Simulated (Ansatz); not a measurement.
**What GePt (model cell, started as CsCl type) distorts into**

Aim: this structure of GePt (model cell, started as CsCl type) is to be tested for unstable modes, and one is followed downhill.

Program: Ansatz 0.2.0. Level of theory: DFT r2SCAN, scalar-relativistic, plane waves, PAW. Values are calculated unless marked as measured.

The structure was built from a prototype and need not be the compound's stable phase.

## (1) Set-up

The structure is cubic, space group Pm-3m (No. 221). The conventional cell has a = 3.157 Å, b = 3.157 Å, c = 3.157 Å, α = 90.00°, β = 90.00°, γ = 90.00°. Nearest to Pt lie 8 Ge at 2.73 Å. Nearest to Ge lie 8 Pt at 2.73 Å. Farther neighbours, and contacts between anions beyond the nearest, are not listed.

Structure file:

```cif
data_structure
_symmetry_space_group_name_H-M 'Pm-3m'
_symmetry_Int_Tables_number 221
_cell_length_a 3.1569
_cell_length_b 3.1569
_cell_length_c 3.1569
_cell_angle_alpha 90.000
_cell_angle_beta 90.000
_cell_angle_gamma 90.000
_cell_volume 31.46
loop_
_atom_site_label
_atom_site_type_symbol
_atom_site_symmetry_multiplicity
_atom_site_Wyckoff_symbol
_atom_site_fract_x
_atom_site_fract_y
_atom_site_fract_z
_atom_site_occupancy
Pt1 Pt 1 a 0.00000 0.00000 0.00000 1
Ge1 Ge 1 b 0.50000 0.50000 0.50000 1
```

## (2) The dispersion

Stability and thermal properties need the whole zone. Linear response on a 2×2×2 q mesh gives force constants as far as a supercell of that size would.

input.yaml

```yaml
crystal:
  lattice:
    - [3.1569466852, 0.0, 0.0]
    - [0.0, 3.1569466852, 0.0]
    - [0.0, 0.0, 3.1569466852]
  atoms:
    - { symbol: Pt, position: [0.0, 0.0, 0.0] }
    - { symbol: Ge, position: [0.5, 0.5, 0.5] }
kpoints:
  mp_grid: { grid: [16, 16, 16] }
hamiltonian:
  xc: r2scan
scf:
  occupations: { method: methfessel_paxton, width: 0.2 }
output:
  eigenvalues: true
phonons:
  method: dfpt
  qmesh: [2, 2, 2]
  temperatures: { t_max: 1000, t_step: 50 }
  qpath:
    path:
      - [[0.0, 0.0, 0.0], [0.0, 0.5, 0.0], [0.5, 0.5, 0.0], [0.0, 0.0, 0.0], [0.5, 0.5, 0.5], [0.0, 0.5, 0.0]]
      - [[0.5, 0.5, 0.5], [0.5, 0.5, 0.0]]
    npoints: 10
```

The run is started by

```console
$ ansatz run input.yaml --threads 4 --pin off --max-ram 7168MiB --backend cpu --events-out ev --progress --plain --runs-dir out
```

Standard output:

```text
Engine: ansatz 0.2.0, aarch64-unknown-linux-gnu
Pseudopotentials: kind: paw
Pseudopotential: Pt, paw, valence charge 18, recommended cutoff 500 eV (meta_gga), Pt.paw.azcp
Pseudopotential: Ge, paw, valence charge 14, recommended cutoff 500 eV (meta_gga), Ge.paw.azcp
Functional definition: r2SCAN
  parameter k0 = 0.174
  parameter k1 = 0.065
  parameter a1 = 4.9479
  exchange = r2scan_x(k0 = k0, k1 = k1, a1 = a1)
  correlation = r2scan_c
Crystal: 2 atoms, lattice volume = 31.463 Å³
Basis set: ecut = 500 eV, 799 PW (Γ), exchange–correlation on 120×120×120 points (125 copies of the dense FFT grid, shifted against one another)
Bands: 20, of which v1, the nominal top of the filled ones, is band 16 counted from 1 (15 counted from 0)
Symmetry: 48 space group operations
k-points: 405 of 4096 (irreducible under 8 space group operations, time reversal used)
Non-local potential: Pt, projectors of the file, l = 0: 3, l = 1: 2, l = 2: 2, l = 3: 1
Non-local potential: Ge, projectors of the file, l = 0: 2, l = 1: 2, l = 2: 3, l = 3: 1
PAW form: soft (Blöchl's): semilocal exchange-correlation on the pseudo side does not see the compensation charge
PAW frozen core: Pt, regenerated for the run's functional (the file was generated under x = pbe(κ = 0.804, μ = 0.219515), c = pbe(β = 0.066725))
PAW frozen core: Ge, regenerated for the run's functional (the file was generated under x = pbe(κ = 0.804, μ = 0.219515), c = pbe(β = 0.066725))
PAW one-centre angular grid: Pt, 590 points (default); XC on 160 Gauss nodes
PAW one-centre angular grid: Ge, 590 points (default); XC on 160 Gauss nodes
Initial density: superposition of atomic densities (neutral atoms: chi_scale 0, normalization atom), corrected by the library's trained network
Initial wavefunctions: pseudopotential atomic-orbital guess
Functional: x = r2scan, c = r2scan; τ floored in thin density (d = 2e-4 eV/Å³)
SCF iter   1: F=—  HF=-16839.725429 eV  |F-HF|=—  |Δ(HF+E_count)|=         —  Δρ=1.10e-2  dr2=3.22e-2  dr2_τ=1.07e-2  ethr=1.77e-3  ⟨swp⟩=4.9  Hψ=31999  notcnv=0
preconditioner: auto → none  [metal: Δε(μ)=0.023 eV  Ē_g=18.814 eV  σ=0.200 eV  W_gap=0.10  n_scr=6 (ndim 8)  ℏωp=32.4 eV  f_vac=0.000  D(μ)=0.87/eV (n_scr^D=6)  sad-step TF]
SCF iter   2: F=—  HF=-16839.736056 eV  |F-HF|=—  |Δ(HF+E_count)|=   1.06e-2  S|Δr|=    0.00e0  Δρ=4.27e-3  dr2=3.46e-3  dr2_τ=8.77e-4  ethr=1.01e-4  ⟨swp⟩=2.0  Hψ=15859  notcnv=0
SCF iter   3: F=—  HF=-16839.736700 eV  |F-HF|=—  |Δ(HF+E_count)|=   6.45e-4  S|Δr|=    0.00e0  Δρ=1.69e-3  dr2=6.33e-4  dr2_τ=9.16e-5  ethr=1.08e-5  ⟨swp⟩=2.0  Hψ=10671  notcnv=0
SCF iter   4: F=—  HF=-16839.736749 eV  |F-HF|=—  |Δ(HF+E_count)|=   4.87e-5  S|Δr|=    0.00e0  Δρ=7.74e-4  dr2=1.93e-4  dr2_τ=2.45e-5  ethr=1.98e-6  ⟨swp⟩=2.0  Hψ=12819  notcnv=0
SCF iter   5: F=—  HF=-16839.736729 eV  |F-HF|=—  |Δ(HF+E_count)|=   2.07e-5  S|Δr|=    0.00e0  Δρ=3.86e-4  dr2=4.57e-5  dr2_τ=1.29e-6  ethr=6.03e-7  ⟨swp⟩=1.9  Hψ=12362  notcnv=0
SCF iter   6: F=—  HF=-16839.736728 eV  |F-HF|=—  |Δ(HF+E_count)|=   6.69e-7  S|Δr|=    0.00e0  Δρ=1.13e-4  dr2=3.82e-6  dr2_τ=8.10e-8  ethr=1.43e-7  ⟨swp⟩=2.3  Hψ=11165  notcnv=0
SCF iter   7: F=—  HF=-16839.736733 eV  |F-HF|=—  |Δ(HF+E_count)|=   4.68e-6  S|Δr|=    0.00e0  Δρ=1.70e-5  dr2=1.16e-7  dr2_τ=2.29e-9  ethr=1.19e-8  ⟨swp⟩=2.0  Hψ=10896  notcnv=0
SCF iter   8: F=—  HF=-16839.736733 eV  |F-HF|=—  |Δ(HF+E_count)|=   3.51e-7  S|Δr|=    0.00e0  Δρ=1.05e-6  dr2=3.85e-10  dr2_τ=1.99e-11  ethr=3.63e-10  ⟨swp⟩=2.0  Hψ=12593  notcnv=0
SCF iter   9: F=-16839.736733 eV  HF=-16839.736733 eV  |F-HF|=0.00e0  |Δ(HF+E_count)|=  2.04e-10  S|Δr|=    0.00e0  Δρ=9.54e-8  dr2=2.85e-12  dr2_τ=6.96e-13  ethr=1.00e-12  ⟨swp⟩=4.1  Hψ=40646  notcnv=0
SCF 1 converged in 9 iterations: F = -16839.736733 eV  dr2 = 2.85e-12
  greatest PAW one-centre occupation: 1.000 electrons in one spin orbital (limit 2), on the Pt atom at site 0 (counted from 0), in its partial waves of l = 0
Basis set: ecut = 500 eV, 799 PW (Γ), exchange–correlation on 96×96×96 points (64 copies of the dense FFT grid, shifted against one another)
k-points: 165 of 4096
Initial density: read from a saved state, or passed on in memory by an earlier SCF of this step, an earlier step, the calling program or the single point that the run made first
iter 1 solved again at ethr=5.28e-9 eV; its pass at ethr=3.10e-3 eV (dr2=1.69e-6 eV) is discarded
SCF iter   1: F=—  HF=-16839.736733 eV  |F-HF|=—  |Δ(HF+E_count)|=         —  Δρ=2.10e-7  dr2=1.43e-11  dr2_τ=2.01e-12  ethr=5.28e-9  ⟨swp⟩=3.7  Hψ=23712  notcnv=0
eigensolver tolerance schedule: the retry pair's looser diagonalisation over-reported the residual by 117954.63 of it (diagonalisation noise at 0.25 of the residual, at the tolerance the schedule requests for it); recorded, not acted on — ethr = c·dr2/N_el stays at c = 1.0e-1
preconditioner: auto → none  [metal: Δε(μ)=0.009 eV  Ē_g=18.725 eV  σ=0.200 eV  W_gap=0.04  n_scr=6 (ndim 8)  ℏωp=32.4 eV  f_vac=0.000  D(μ)=0.89/eV (n_scr^D=6)]
SCF iter   2: F=-16839.736733 eV  HF=-16839.736733 eV  |F-HF|=3.64e-12  |Δ(HF+E_count)|=   1.88e-9  S|Δr|=    0.00e0  Δρ=1.18e-7  dr2=7.81e-12  dr2_τ=9.10e-13  ethr=1.00e-12  ⟨swp⟩=2.7  Hψ=13613  notcnv=0
SCF 2 converged in 2 iterations: F = -16839.736733 eV  dr2 = 7.81e-12
phonons: the bands overlap, so this run is a metal and interpolates without the dipole-dipole term. If the crystal is really an insulator or semiconductor, its LO-TO splitting is missing
DFPT response loops at Γ: preconditioner auto → Kerker (q_TF=auto, 2.736 Å⁻¹) (partly filled bands, converged f_vac=0.000); β = 1.00, the filter's whole step (`scf.mixing.beta` (0.50) is not read by the response loops under this deck's `scf.mixing.preconditioner`; to damp them name `kerker` or `kerker_dos`, under which they read `scf.mixing.beta`, and type it under 1.00, their step now; both keys bind the ground state too); Broyden in place of MSR1
NSCF: frozen V_eff on 165 k-points
NSCF: frozen V_eff on 1458 k-points
DFPT response loops at q = (0, 0, -0.5) (fractional): mixed as the last ones told, above
NSCF: frozen V_eff on 1458 k-points
DFPT response loops at q = (0, -0.5, -0.5) (fractional): mixed as the last ones told, above
NSCF: frozen V_eff on 810 k-points
DFPT response loops at q = (-0.5, -0.5, -0.5) (fractional): mixed as the last ones told, above
SCF converged after 9 iterations
Stability not checked: this state was not tested for a lower state beside it, because cold or Methfessel-Paxton smearing, or corrected tetrahedra, fill the levels in a way that the test cannot read (fill_not_monotonic; see scf.lower_state_search)
Free energy (F): -16839.736733 eV
Harris-Foulkes:  -16839.736733 eV  (|F-HF|=0.00e0)
Internal energy: -16839.736464 eV  (E = F + TS)
E sigma→0 (E₀):  -16839.736666 eV
Entropy (-TS):   -0.000269 eV (-0.135 meV/atom)
Fermi energy:    18.240030 eV
--- Per-component energies (eV) ---
  E_band       = -266.830735
  E_kinetic    = 750.954569
  E_local      = -3545.822504  (includes V_loc(G=0)·N_el)
  E_nonlocal   = 621.634751
  E_hartree    = 1454.628922
  E_xc         = -319.837747
  E_vxc        = -407.066230  (∫ρ·V_xc dr)
  E_paw        = -11513.375410  (= ΣΔE_a)
  E_vpaw       = -621.663068  (= ΣTr[D̂ρ^β])
  E_aug_tail   = 0.000173  (compensation charges beyond the density's cutoff)
  E_vtau       = 25.873636  (kinetic-family band-sum trace: ∫τ·v_τ [+ j·A + Jᵃ·Aᵃ] dr)
  E_ewald      = -4286.601956
  E_core_change = -1.317260  (= ΣΔE_core)
  E_smearing   = -0.000269  (= −TS)
  E_closure    = 0.000000  (closes the sum)
  Σ components = -16839.736733   (vs F -16839.736733, Δ=0.00e0)
--- Band table (eV; the first three rows and the last of 405) ---
  k-point 0: bands = [... 12 lower, 15.7298, 15.7298, 15.7298, 20.0645, 20.0645, 20.0645, 23.4190, 28.7549]
  k-point 1: bands = [... 12 lower, 15.6273, 15.6273, 15.7339, 19.5393, 20.2343, 20.2343, 23.8639, 28.6293]
  k-point 2: bands = [... 12 lower, 15.3658, 15.3658, 15.7457, 18.5203, 20.6983, 20.6983, 24.6355, 28.2881]
  k-point 404: bands = [... 12 lower, 12.6679, 16.8478, 16.8478, 20.8422, 20.8422, 20.8422, 22.5911, 22.5911]
--- Phonons (Γ-DFPT): 2 representative perturbations + reference, on 405 of 4096 k-points (Σ response iterations 15) ---
  k mesh reduced under 8 symmetry operations, with k and −k counted as one. Each operation leaves every solved perturbation unchanged. A smaller set is not considered because the functional reads the kinetic-energy density
  ASR residual: 7.189e-5 → 0.000e0 eV/Å²; symmetrization residual: 2.786e-5 eV/Å²
  ASR residual per site (eV/Å²): 7.19e-5 3.21e-5
  Γ frequencies (cm⁻¹): 0.00 0.00 0.00 57.63 57.63 57.63
--- Phonons (arbitrary-q DFPT): 4 irreducible q on the 2×2×2 mesh ---
  q = [0.0000, 0.0000, 0.0000] (star 1, of the zone-centre solve; hermiticity 8.62e-5, symmetrization 2.23e-12): -0.00 0.00 0.00 57.63 57.63 57.63
  q = [0.0000, 0.0000, -0.5000] (star 3, 4 solved perturbations in 2268 linear systems a pass and spin channel, the states on 729 of 4096 k-point pairs; hermiticity 9.70e-14, symmetrization 1.31e-12): 44.90 44.90 52.55 88.84 88.84 191.44
  q = [0.0000, -0.5000, -0.5000] (star 3, 4 solved perturbations in 2268 linear systems a pass and spin channel, the states on 729 of 4096 k-point pairs; hermiticity 5.64e-7, symmetrization 1.00e-13): -44.68 -44.68 -31.74 41.47 139.39 139.39
  q = [-0.5000, -0.5000, -0.5000] (star 1, 2 solved perturbations on 405 of 4096 k-point pairs; hermiticity 5.27e-13, symmetrization 1.07e-11): 75.20 75.20 75.20 141.40 141.40 141.40
  sum rule: each row above includes the acoustic sum rule's correction from the zone centre's row sums; it moved no ω² by more than (0.35 cm⁻¹)²
  mesh force constants: q→R imaginary residual 2.42e-17; ASR residual 7.189e-5 → 0.000e0 eV/Å²; symmetrization residual 3.997e-15 eV/Å²
  interpolated dispersion: 62 rows × 6 modes
  density of states and harmonic sums: on the 20×20×20 q-mesh, interpolated from the force constants of a 2×2×2 supercell (no non-analytic term)
  largest difference from the sums on the solved wave vectors: F 3.22e-1 eV, S 4.09e-4 and C_V 8.78e-5 eV/K
  zero-point energy: 0.026682 eV/cell   skipped modes (ω ≤ 0): 144, of them read as no rigid motion or as one in doubt: 141 (4.871e-1 modes/cell left out, lowest -44.68 cm⁻¹)   left out of the sums: 8.13e-2 of the cell's modes: C_V's classical limit lies that fraction below 3 k_B per atom; for a crystal, a wire or a layer, F and S can be off by more, and a phonons.interpolated_qmesh denser along its periods is the remedy for the sampling
```

Elapsed: 12 min, on 4 threads of Arm Neoverse N1, shared host; peak memory 1.8 GiB.

Numbers from this step:

- volume per atom: 15.73 Å³
- gap on the k-mesh: 0 eV
- sum-rule residual before enforcement: 7.19e-5 eV/Å²
- lowest frequency on the path: -44.68 cm⁻¹
- point group: m-3m
- highest frequency on path, mesh or solved points: 191.4 cm⁻¹
- highest optical mode at the zone centre (no LO-TO term): 57.63 cm⁻¹
- lowest optical zone-centre mode: 57.63 cm⁻¹
- lowest mode on the q mesh (acoustic modes at Γ apart): -44.68 cm⁻¹

Frequencies (cm⁻¹) solved at each irreducible wavevector; negative means imaginary. Frequencies by wavevector, by row:

| q in reciprocal lattice units | star | mode 1 | mode 2 | mode 3 | mode 4 | mode 5 | mode 6 |
| --- | --- | --- | --- | --- | --- | --- | --- |
| 0 0 0 | 1 | 0 | 0 | 0 | 57.6 | 57.6 | 57.6 |
| 0 0 -0.5 | 3 | 44.9 | 44.9 | 52.5 | 88.8 | 88.8 | 191.4 |
| 0 -0.5 -0.5 | 3 | -44.7 | -44.7 | -31.7 | 41.5 | 139.4 | 139.4 |
| -0.5 -0.5 -0.5 | 1 | 75.2 | 75.2 | 75.2 | 141.4 | 141.4 | 141.4 |

Interpolated from a 2×2×2 q mesh, rough between the solved points. Phonon branches along the path, in cm⁻¹:

| point | branch 1 | branch 2 | branch 3 | branch 4 | branch 5 | branch 6 |
| --- | --- | --- | --- | --- | --- | --- |
| Γ | 0 | 0 | 0 | 58 | 58 | 58 |
| halfway | 34 | 34 | 42 | 74 | 74 | 140 |
| X | 45 | 45 | 53 | 89 | 89 | 191 |
| halfway | -14 | 18 | 22 | 69 | 119 | 166 |
| M | -45 | -45 | -32 | 42 | 139 | 139 |
| halfway | 21 | 29 | 32 | 72 | 128 | 131 |
| Γ | 0 | 0 | 0 | 58 | 58 | 58 |
| halfway | 18 | 31 | 31 | 120 | 120 | 123 |
| R | 75 | 75 | 75 | 141 | 141 | 141 |
| halfway | 18 | 27 | 42 | 108 | 117 | 154 |
| X | 45 | 45 | 53 | 89 | 89 | 191 |
| jump to R | 75 | 75 | 75 | 141 | 141 | 141 |
| halfway | 41 | 41 | 48 | 104 | 141 | 141 |
| M | -45 | -45 | -32 | 42 | 139 | 139 |

The phonon branches as a text plot (rows in cm⁻¹):

```
    186 |      ***                                     ***
    177 |     *   **                                  *
    167 |                                            *
    157 |    *      *                               *
    147 |            **                           **
    137 |   *         *******              *******        *******
    127 |           **       *          ****      **       *
    118 |                     *        **          **       *
    108 |         **                   *            ***      *
     98 |  *                   *     **              ***
     88 |      ***                                     ***
     78 | * ***   **            *   *         **          *   *
     68 |  *               ***** * *         *  **         *
     59 |**         **    *     ****        *     *        **  *
     49 |    *****    * **                 *      **    **  **  *
     39 |   ***   *    *      **    *    ***       ******    *
     29 | **       *         ****    ****           ***
     19 |***       *       ***  ** **   ***         * *       *
      9 |*          *     *      *
      0 |                  **     *                  *
    -10 |
    -20 |           **   **                                   **
    -30 |           *******                                     *
    -40 |            *****                                     **
         Γ      X      M          Γ            R        X|R     M
```

Symmetry leaves 4 wavevectors to solve. The lowest mode among them, the acoustic zeros apart, lies at q = (0, -0.5, -0.5) and is imaginary, 44.7i cm⁻¹, so the energy falls along it.

## (3) The mode frozen in, largest atomic shift 0 Å

The mode followed lies at q = (0, -0.5, -0.5) with frequency 44.7i cm⁻¹ and is 2-fold degenerate, the softest among the wavevectors solved. At small amplitude the pattern taken leaves space group no. 51 by a symmetry search on the positions. The undistorted cell that holds it gives the zero of energy on the same k mesh.

System of this step: GePt (model cell, started as CsCl type). It takes space group Pm-3m (No. 221, cubic). Conventional cell: a = 3.157 Å, b = 3.157 Å, c = 3.157 Å, α = 90.00°, β = 90.00°, γ = 90.00°. Nearest to Pt lie 8 Ge at 2.73 Å. Ge has 8 Pt at 2.73 Å nearest. Farther neighbours, and contacts between anions beyond the nearest, are not listed.

input.yaml

```yaml
crystal:
  lattice:
    - [-3.1569466852, 0.0, 0.0]
    - [0.0, -3.1569466852, -3.1569466852]
    - [0.0, -3.1569466852, 3.1569466852]
  atoms:
    - { symbol: Pt, position: [0.0, 0.5, 0.5] }
    - { symbol: Pt, position: [0.0, 0.0, 0.0] }
    - { symbol: Ge, position: [0.5, 0.0, 0.5] }
    - { symbol: Ge, position: [0.5, 0.5, 0.0] }
kpoints:
  mp_grid: { grid: [14, 10, 10] }
hamiltonian:
  xc: r2scan
scf:
  occupations: { method: methfessel_paxton, width: 0.2 }
output:
  forces: true
  stress: true
  eigenvalues: true
```

Standard output:

```text
[...]
Crystal: 4 atoms, lattice volume = 62.926 Å³
Basis set: ecut = 500 eV, 1583 PW (Γ), exchange–correlation on 96×144×144 points (64 copies of the dense FFT grid, shifted against one another)
Bands: 39, of which v1, the nominal top of the filled ones, is band 32 counted from 1 (31 counted from 0)
Symmetry: 32 space group operations
[...]
k-points: 168 of 1400
[...]
k-point 0: bands = [... 28 lower, 15.7297, 15.7310, 16.7793, 18.3283, 19.3592, 20.0638, 20.0638, 20.0650, ... 3 higher]
  k-point 1: bands = [... 28 lower, 15.6295, 15.7048, 16.8465, 18.4742, 19.6470, 19.6997, 19.9501, 20.2811, ... 3 higher]
  k-point 2: bands = [... 28 lower, 15.3903, 15.6334, 17.0409, 18.5707, 19.1138, 19.6391, 20.6817, 20.8583, ... 3 higher]
  k-point 167: bands = [... 28 lower, 14.7985, 14.7985, 16.7786, 16.7786, 18.3274, 18.3274, 19.3593, 19.3593, ... 3 higher]
[key lines of the parts left out:]
SCF converged after 7 iterations
Free energy (F): -33679.470257 eV
Fermi energy:    18.232432 eV
P = ⅓ Tr σ = -0.1119 GPa (-1.119 kbar)
```

It took 21 s on 4 threads; peak memory 0.74 GiB; 82 s of CPU time.

Read from the output:

| Item | Value |
| --- | --- |
| pressure | -0.1119 GPa |
| energy from the undistorted cell | 0 meV/atom |

The run ends at a pressure of -0.11 GPa.

## (4) The mode frozen in, largest atomic shift 0.14 Å

The atoms are moved along the unstable eigenvector, the largest shift by 0.14 Å, with the cell fixed.

input.yaml, the sections that differ from step 3:

```yaml
crystal:
  lattice:
    - [-3.1569466852, 0.0, 0.0]
    - [0.0, -3.1569466852, -3.1569466852]
    - [0.0, -3.1569466852, 3.1569466852]
  atoms:
    - { symbol: Pt, position: [0.0, 0.4686421852, 0.5] }
    - { symbol: Pt, position: [0.0, 0.0313578148, 0.0] }
    - { symbol: Ge, position: [0.5, -0.0180009346, 0.5] }
    - { symbol: Ge, position: [0.5, 0.5180009346, 0.0] }
# kpoints, hamiltonian, scf, output: as in step 3
```

Standard output:

```text
[...]
Crystal: 4 atoms, lattice volume = 62.926 Å³
Basis set: ecut = 500 eV, 1583 PW (Γ), exchange–correlation on 96×144×144 points (64 copies of the dense FFT grid, shifted against one another)
Bands: 39, of which v1, the nominal top of the filled ones, is band 32 counted from 1 (31 counted from 0)
Symmetry: 8 space group operations
[...]
k-points: 288 of 1400
[...]
k-point 0: bands = [... 28 lower, 15.7932, 15.9226, 16.5187, 18.1976, 18.9821, 20.0667, 20.5028, 20.5268, ... 3 higher]
  k-point 1: bands = [... 28 lower, 15.6986, 15.7717, 16.5765, 18.3261, 19.1735, 20.1187, 20.2816, 20.5216, ... 3 higher]
  k-point 2: bands = [... 28 lower, 15.4853, 15.6228, 16.7352, 18.3632, 19.5075, 19.5368, 20.8547, 20.9597, ... 3 higher]
  k-point 287: bands = [... 28 lower, 14.9921, 14.9921, 16.8116, 16.8116, 18.2348, 18.2348, 19.3353, 19.3353, ... 3 higher]
[key lines of the parts left out:]
SCF converged after 8 iterations
Free energy (F): -33679.488613 eV
Fermi energy:    18.176457 eV
P = ⅓ Tr σ = 0.7852 GPa (7.852 kbar)
```

The job ended after 41 s (4 threads; peak memory 0.96 GiB; 2.7 min of CPU time).

This step gave:

| Property | Result |
| --- | --- |
| pressure | 0.7852 GPa |
| energy from the undistorted cell | -4.43 meV/atom |

The energy, extrapolated to zero smearing, is -4.43 meV/atom against the undistorted cell.

The run ends at a pressure of 0.79 GPa, with forces up to 0.041 eV/Å.

## (5) Energy along the mode, all amplitudes (two of the runs are shown above)

An imaginary frequency means negative curvature, so the energy should fall and then rise again as anharmonic terms take over.

Numbers from this step:

* depth at the lowest point sampled: 4.43 meV/atom
* largest atomic shift at that point: 0.14 Å

The energy from the parent by largest atomic shift:

| largest atomic shift (Å) | energy from the parent (meV/atom) |
| --- | --- |
| 0.000 | 0 |
| 0.040 | -0.474 |
| 0.080 | -1.90 |
| 0.140 | -4.43 |
| 0.220 | -1.30 |
| 0.320 | 25.9 |

Displacement at unit largest shift by atom:

| atom | x (Å) | y (Å) | z (Å) | size |
| --- | --- | --- | --- | --- |
| Pt1 | 0.000 | 0.707 | 0.707 | 1.000 |
| Pt2 | 0.000 | -0.707 | -0.707 | 1.000 |
| Ge3 | 0.000 | 0.406 | 0.406 | 0.574 |
| Ge4 | 0.000 | -0.406 | -0.406 | 0.574 |

The lowest step is at 0.14 Å, 4.43 meV/atom below the parent, and the energy rises beyond it.

(Part 1 of 3 ends here.)

[Long decimals in the printed logs are rounded to 6 places.]

[Logs are printed without paths, hosts, clocks, repeated set-up lines and the standing remarks that a program may print on its own settings, such as how far it seeks lower states.]

[Hosts, paths, dates, database ids (printed as entryN), source tags and the programs' standing remarks are cut or masked in the printed files.]

[Where the starting crystal was built by hand or by swapping elements, it need not be the compound's stable phase.]
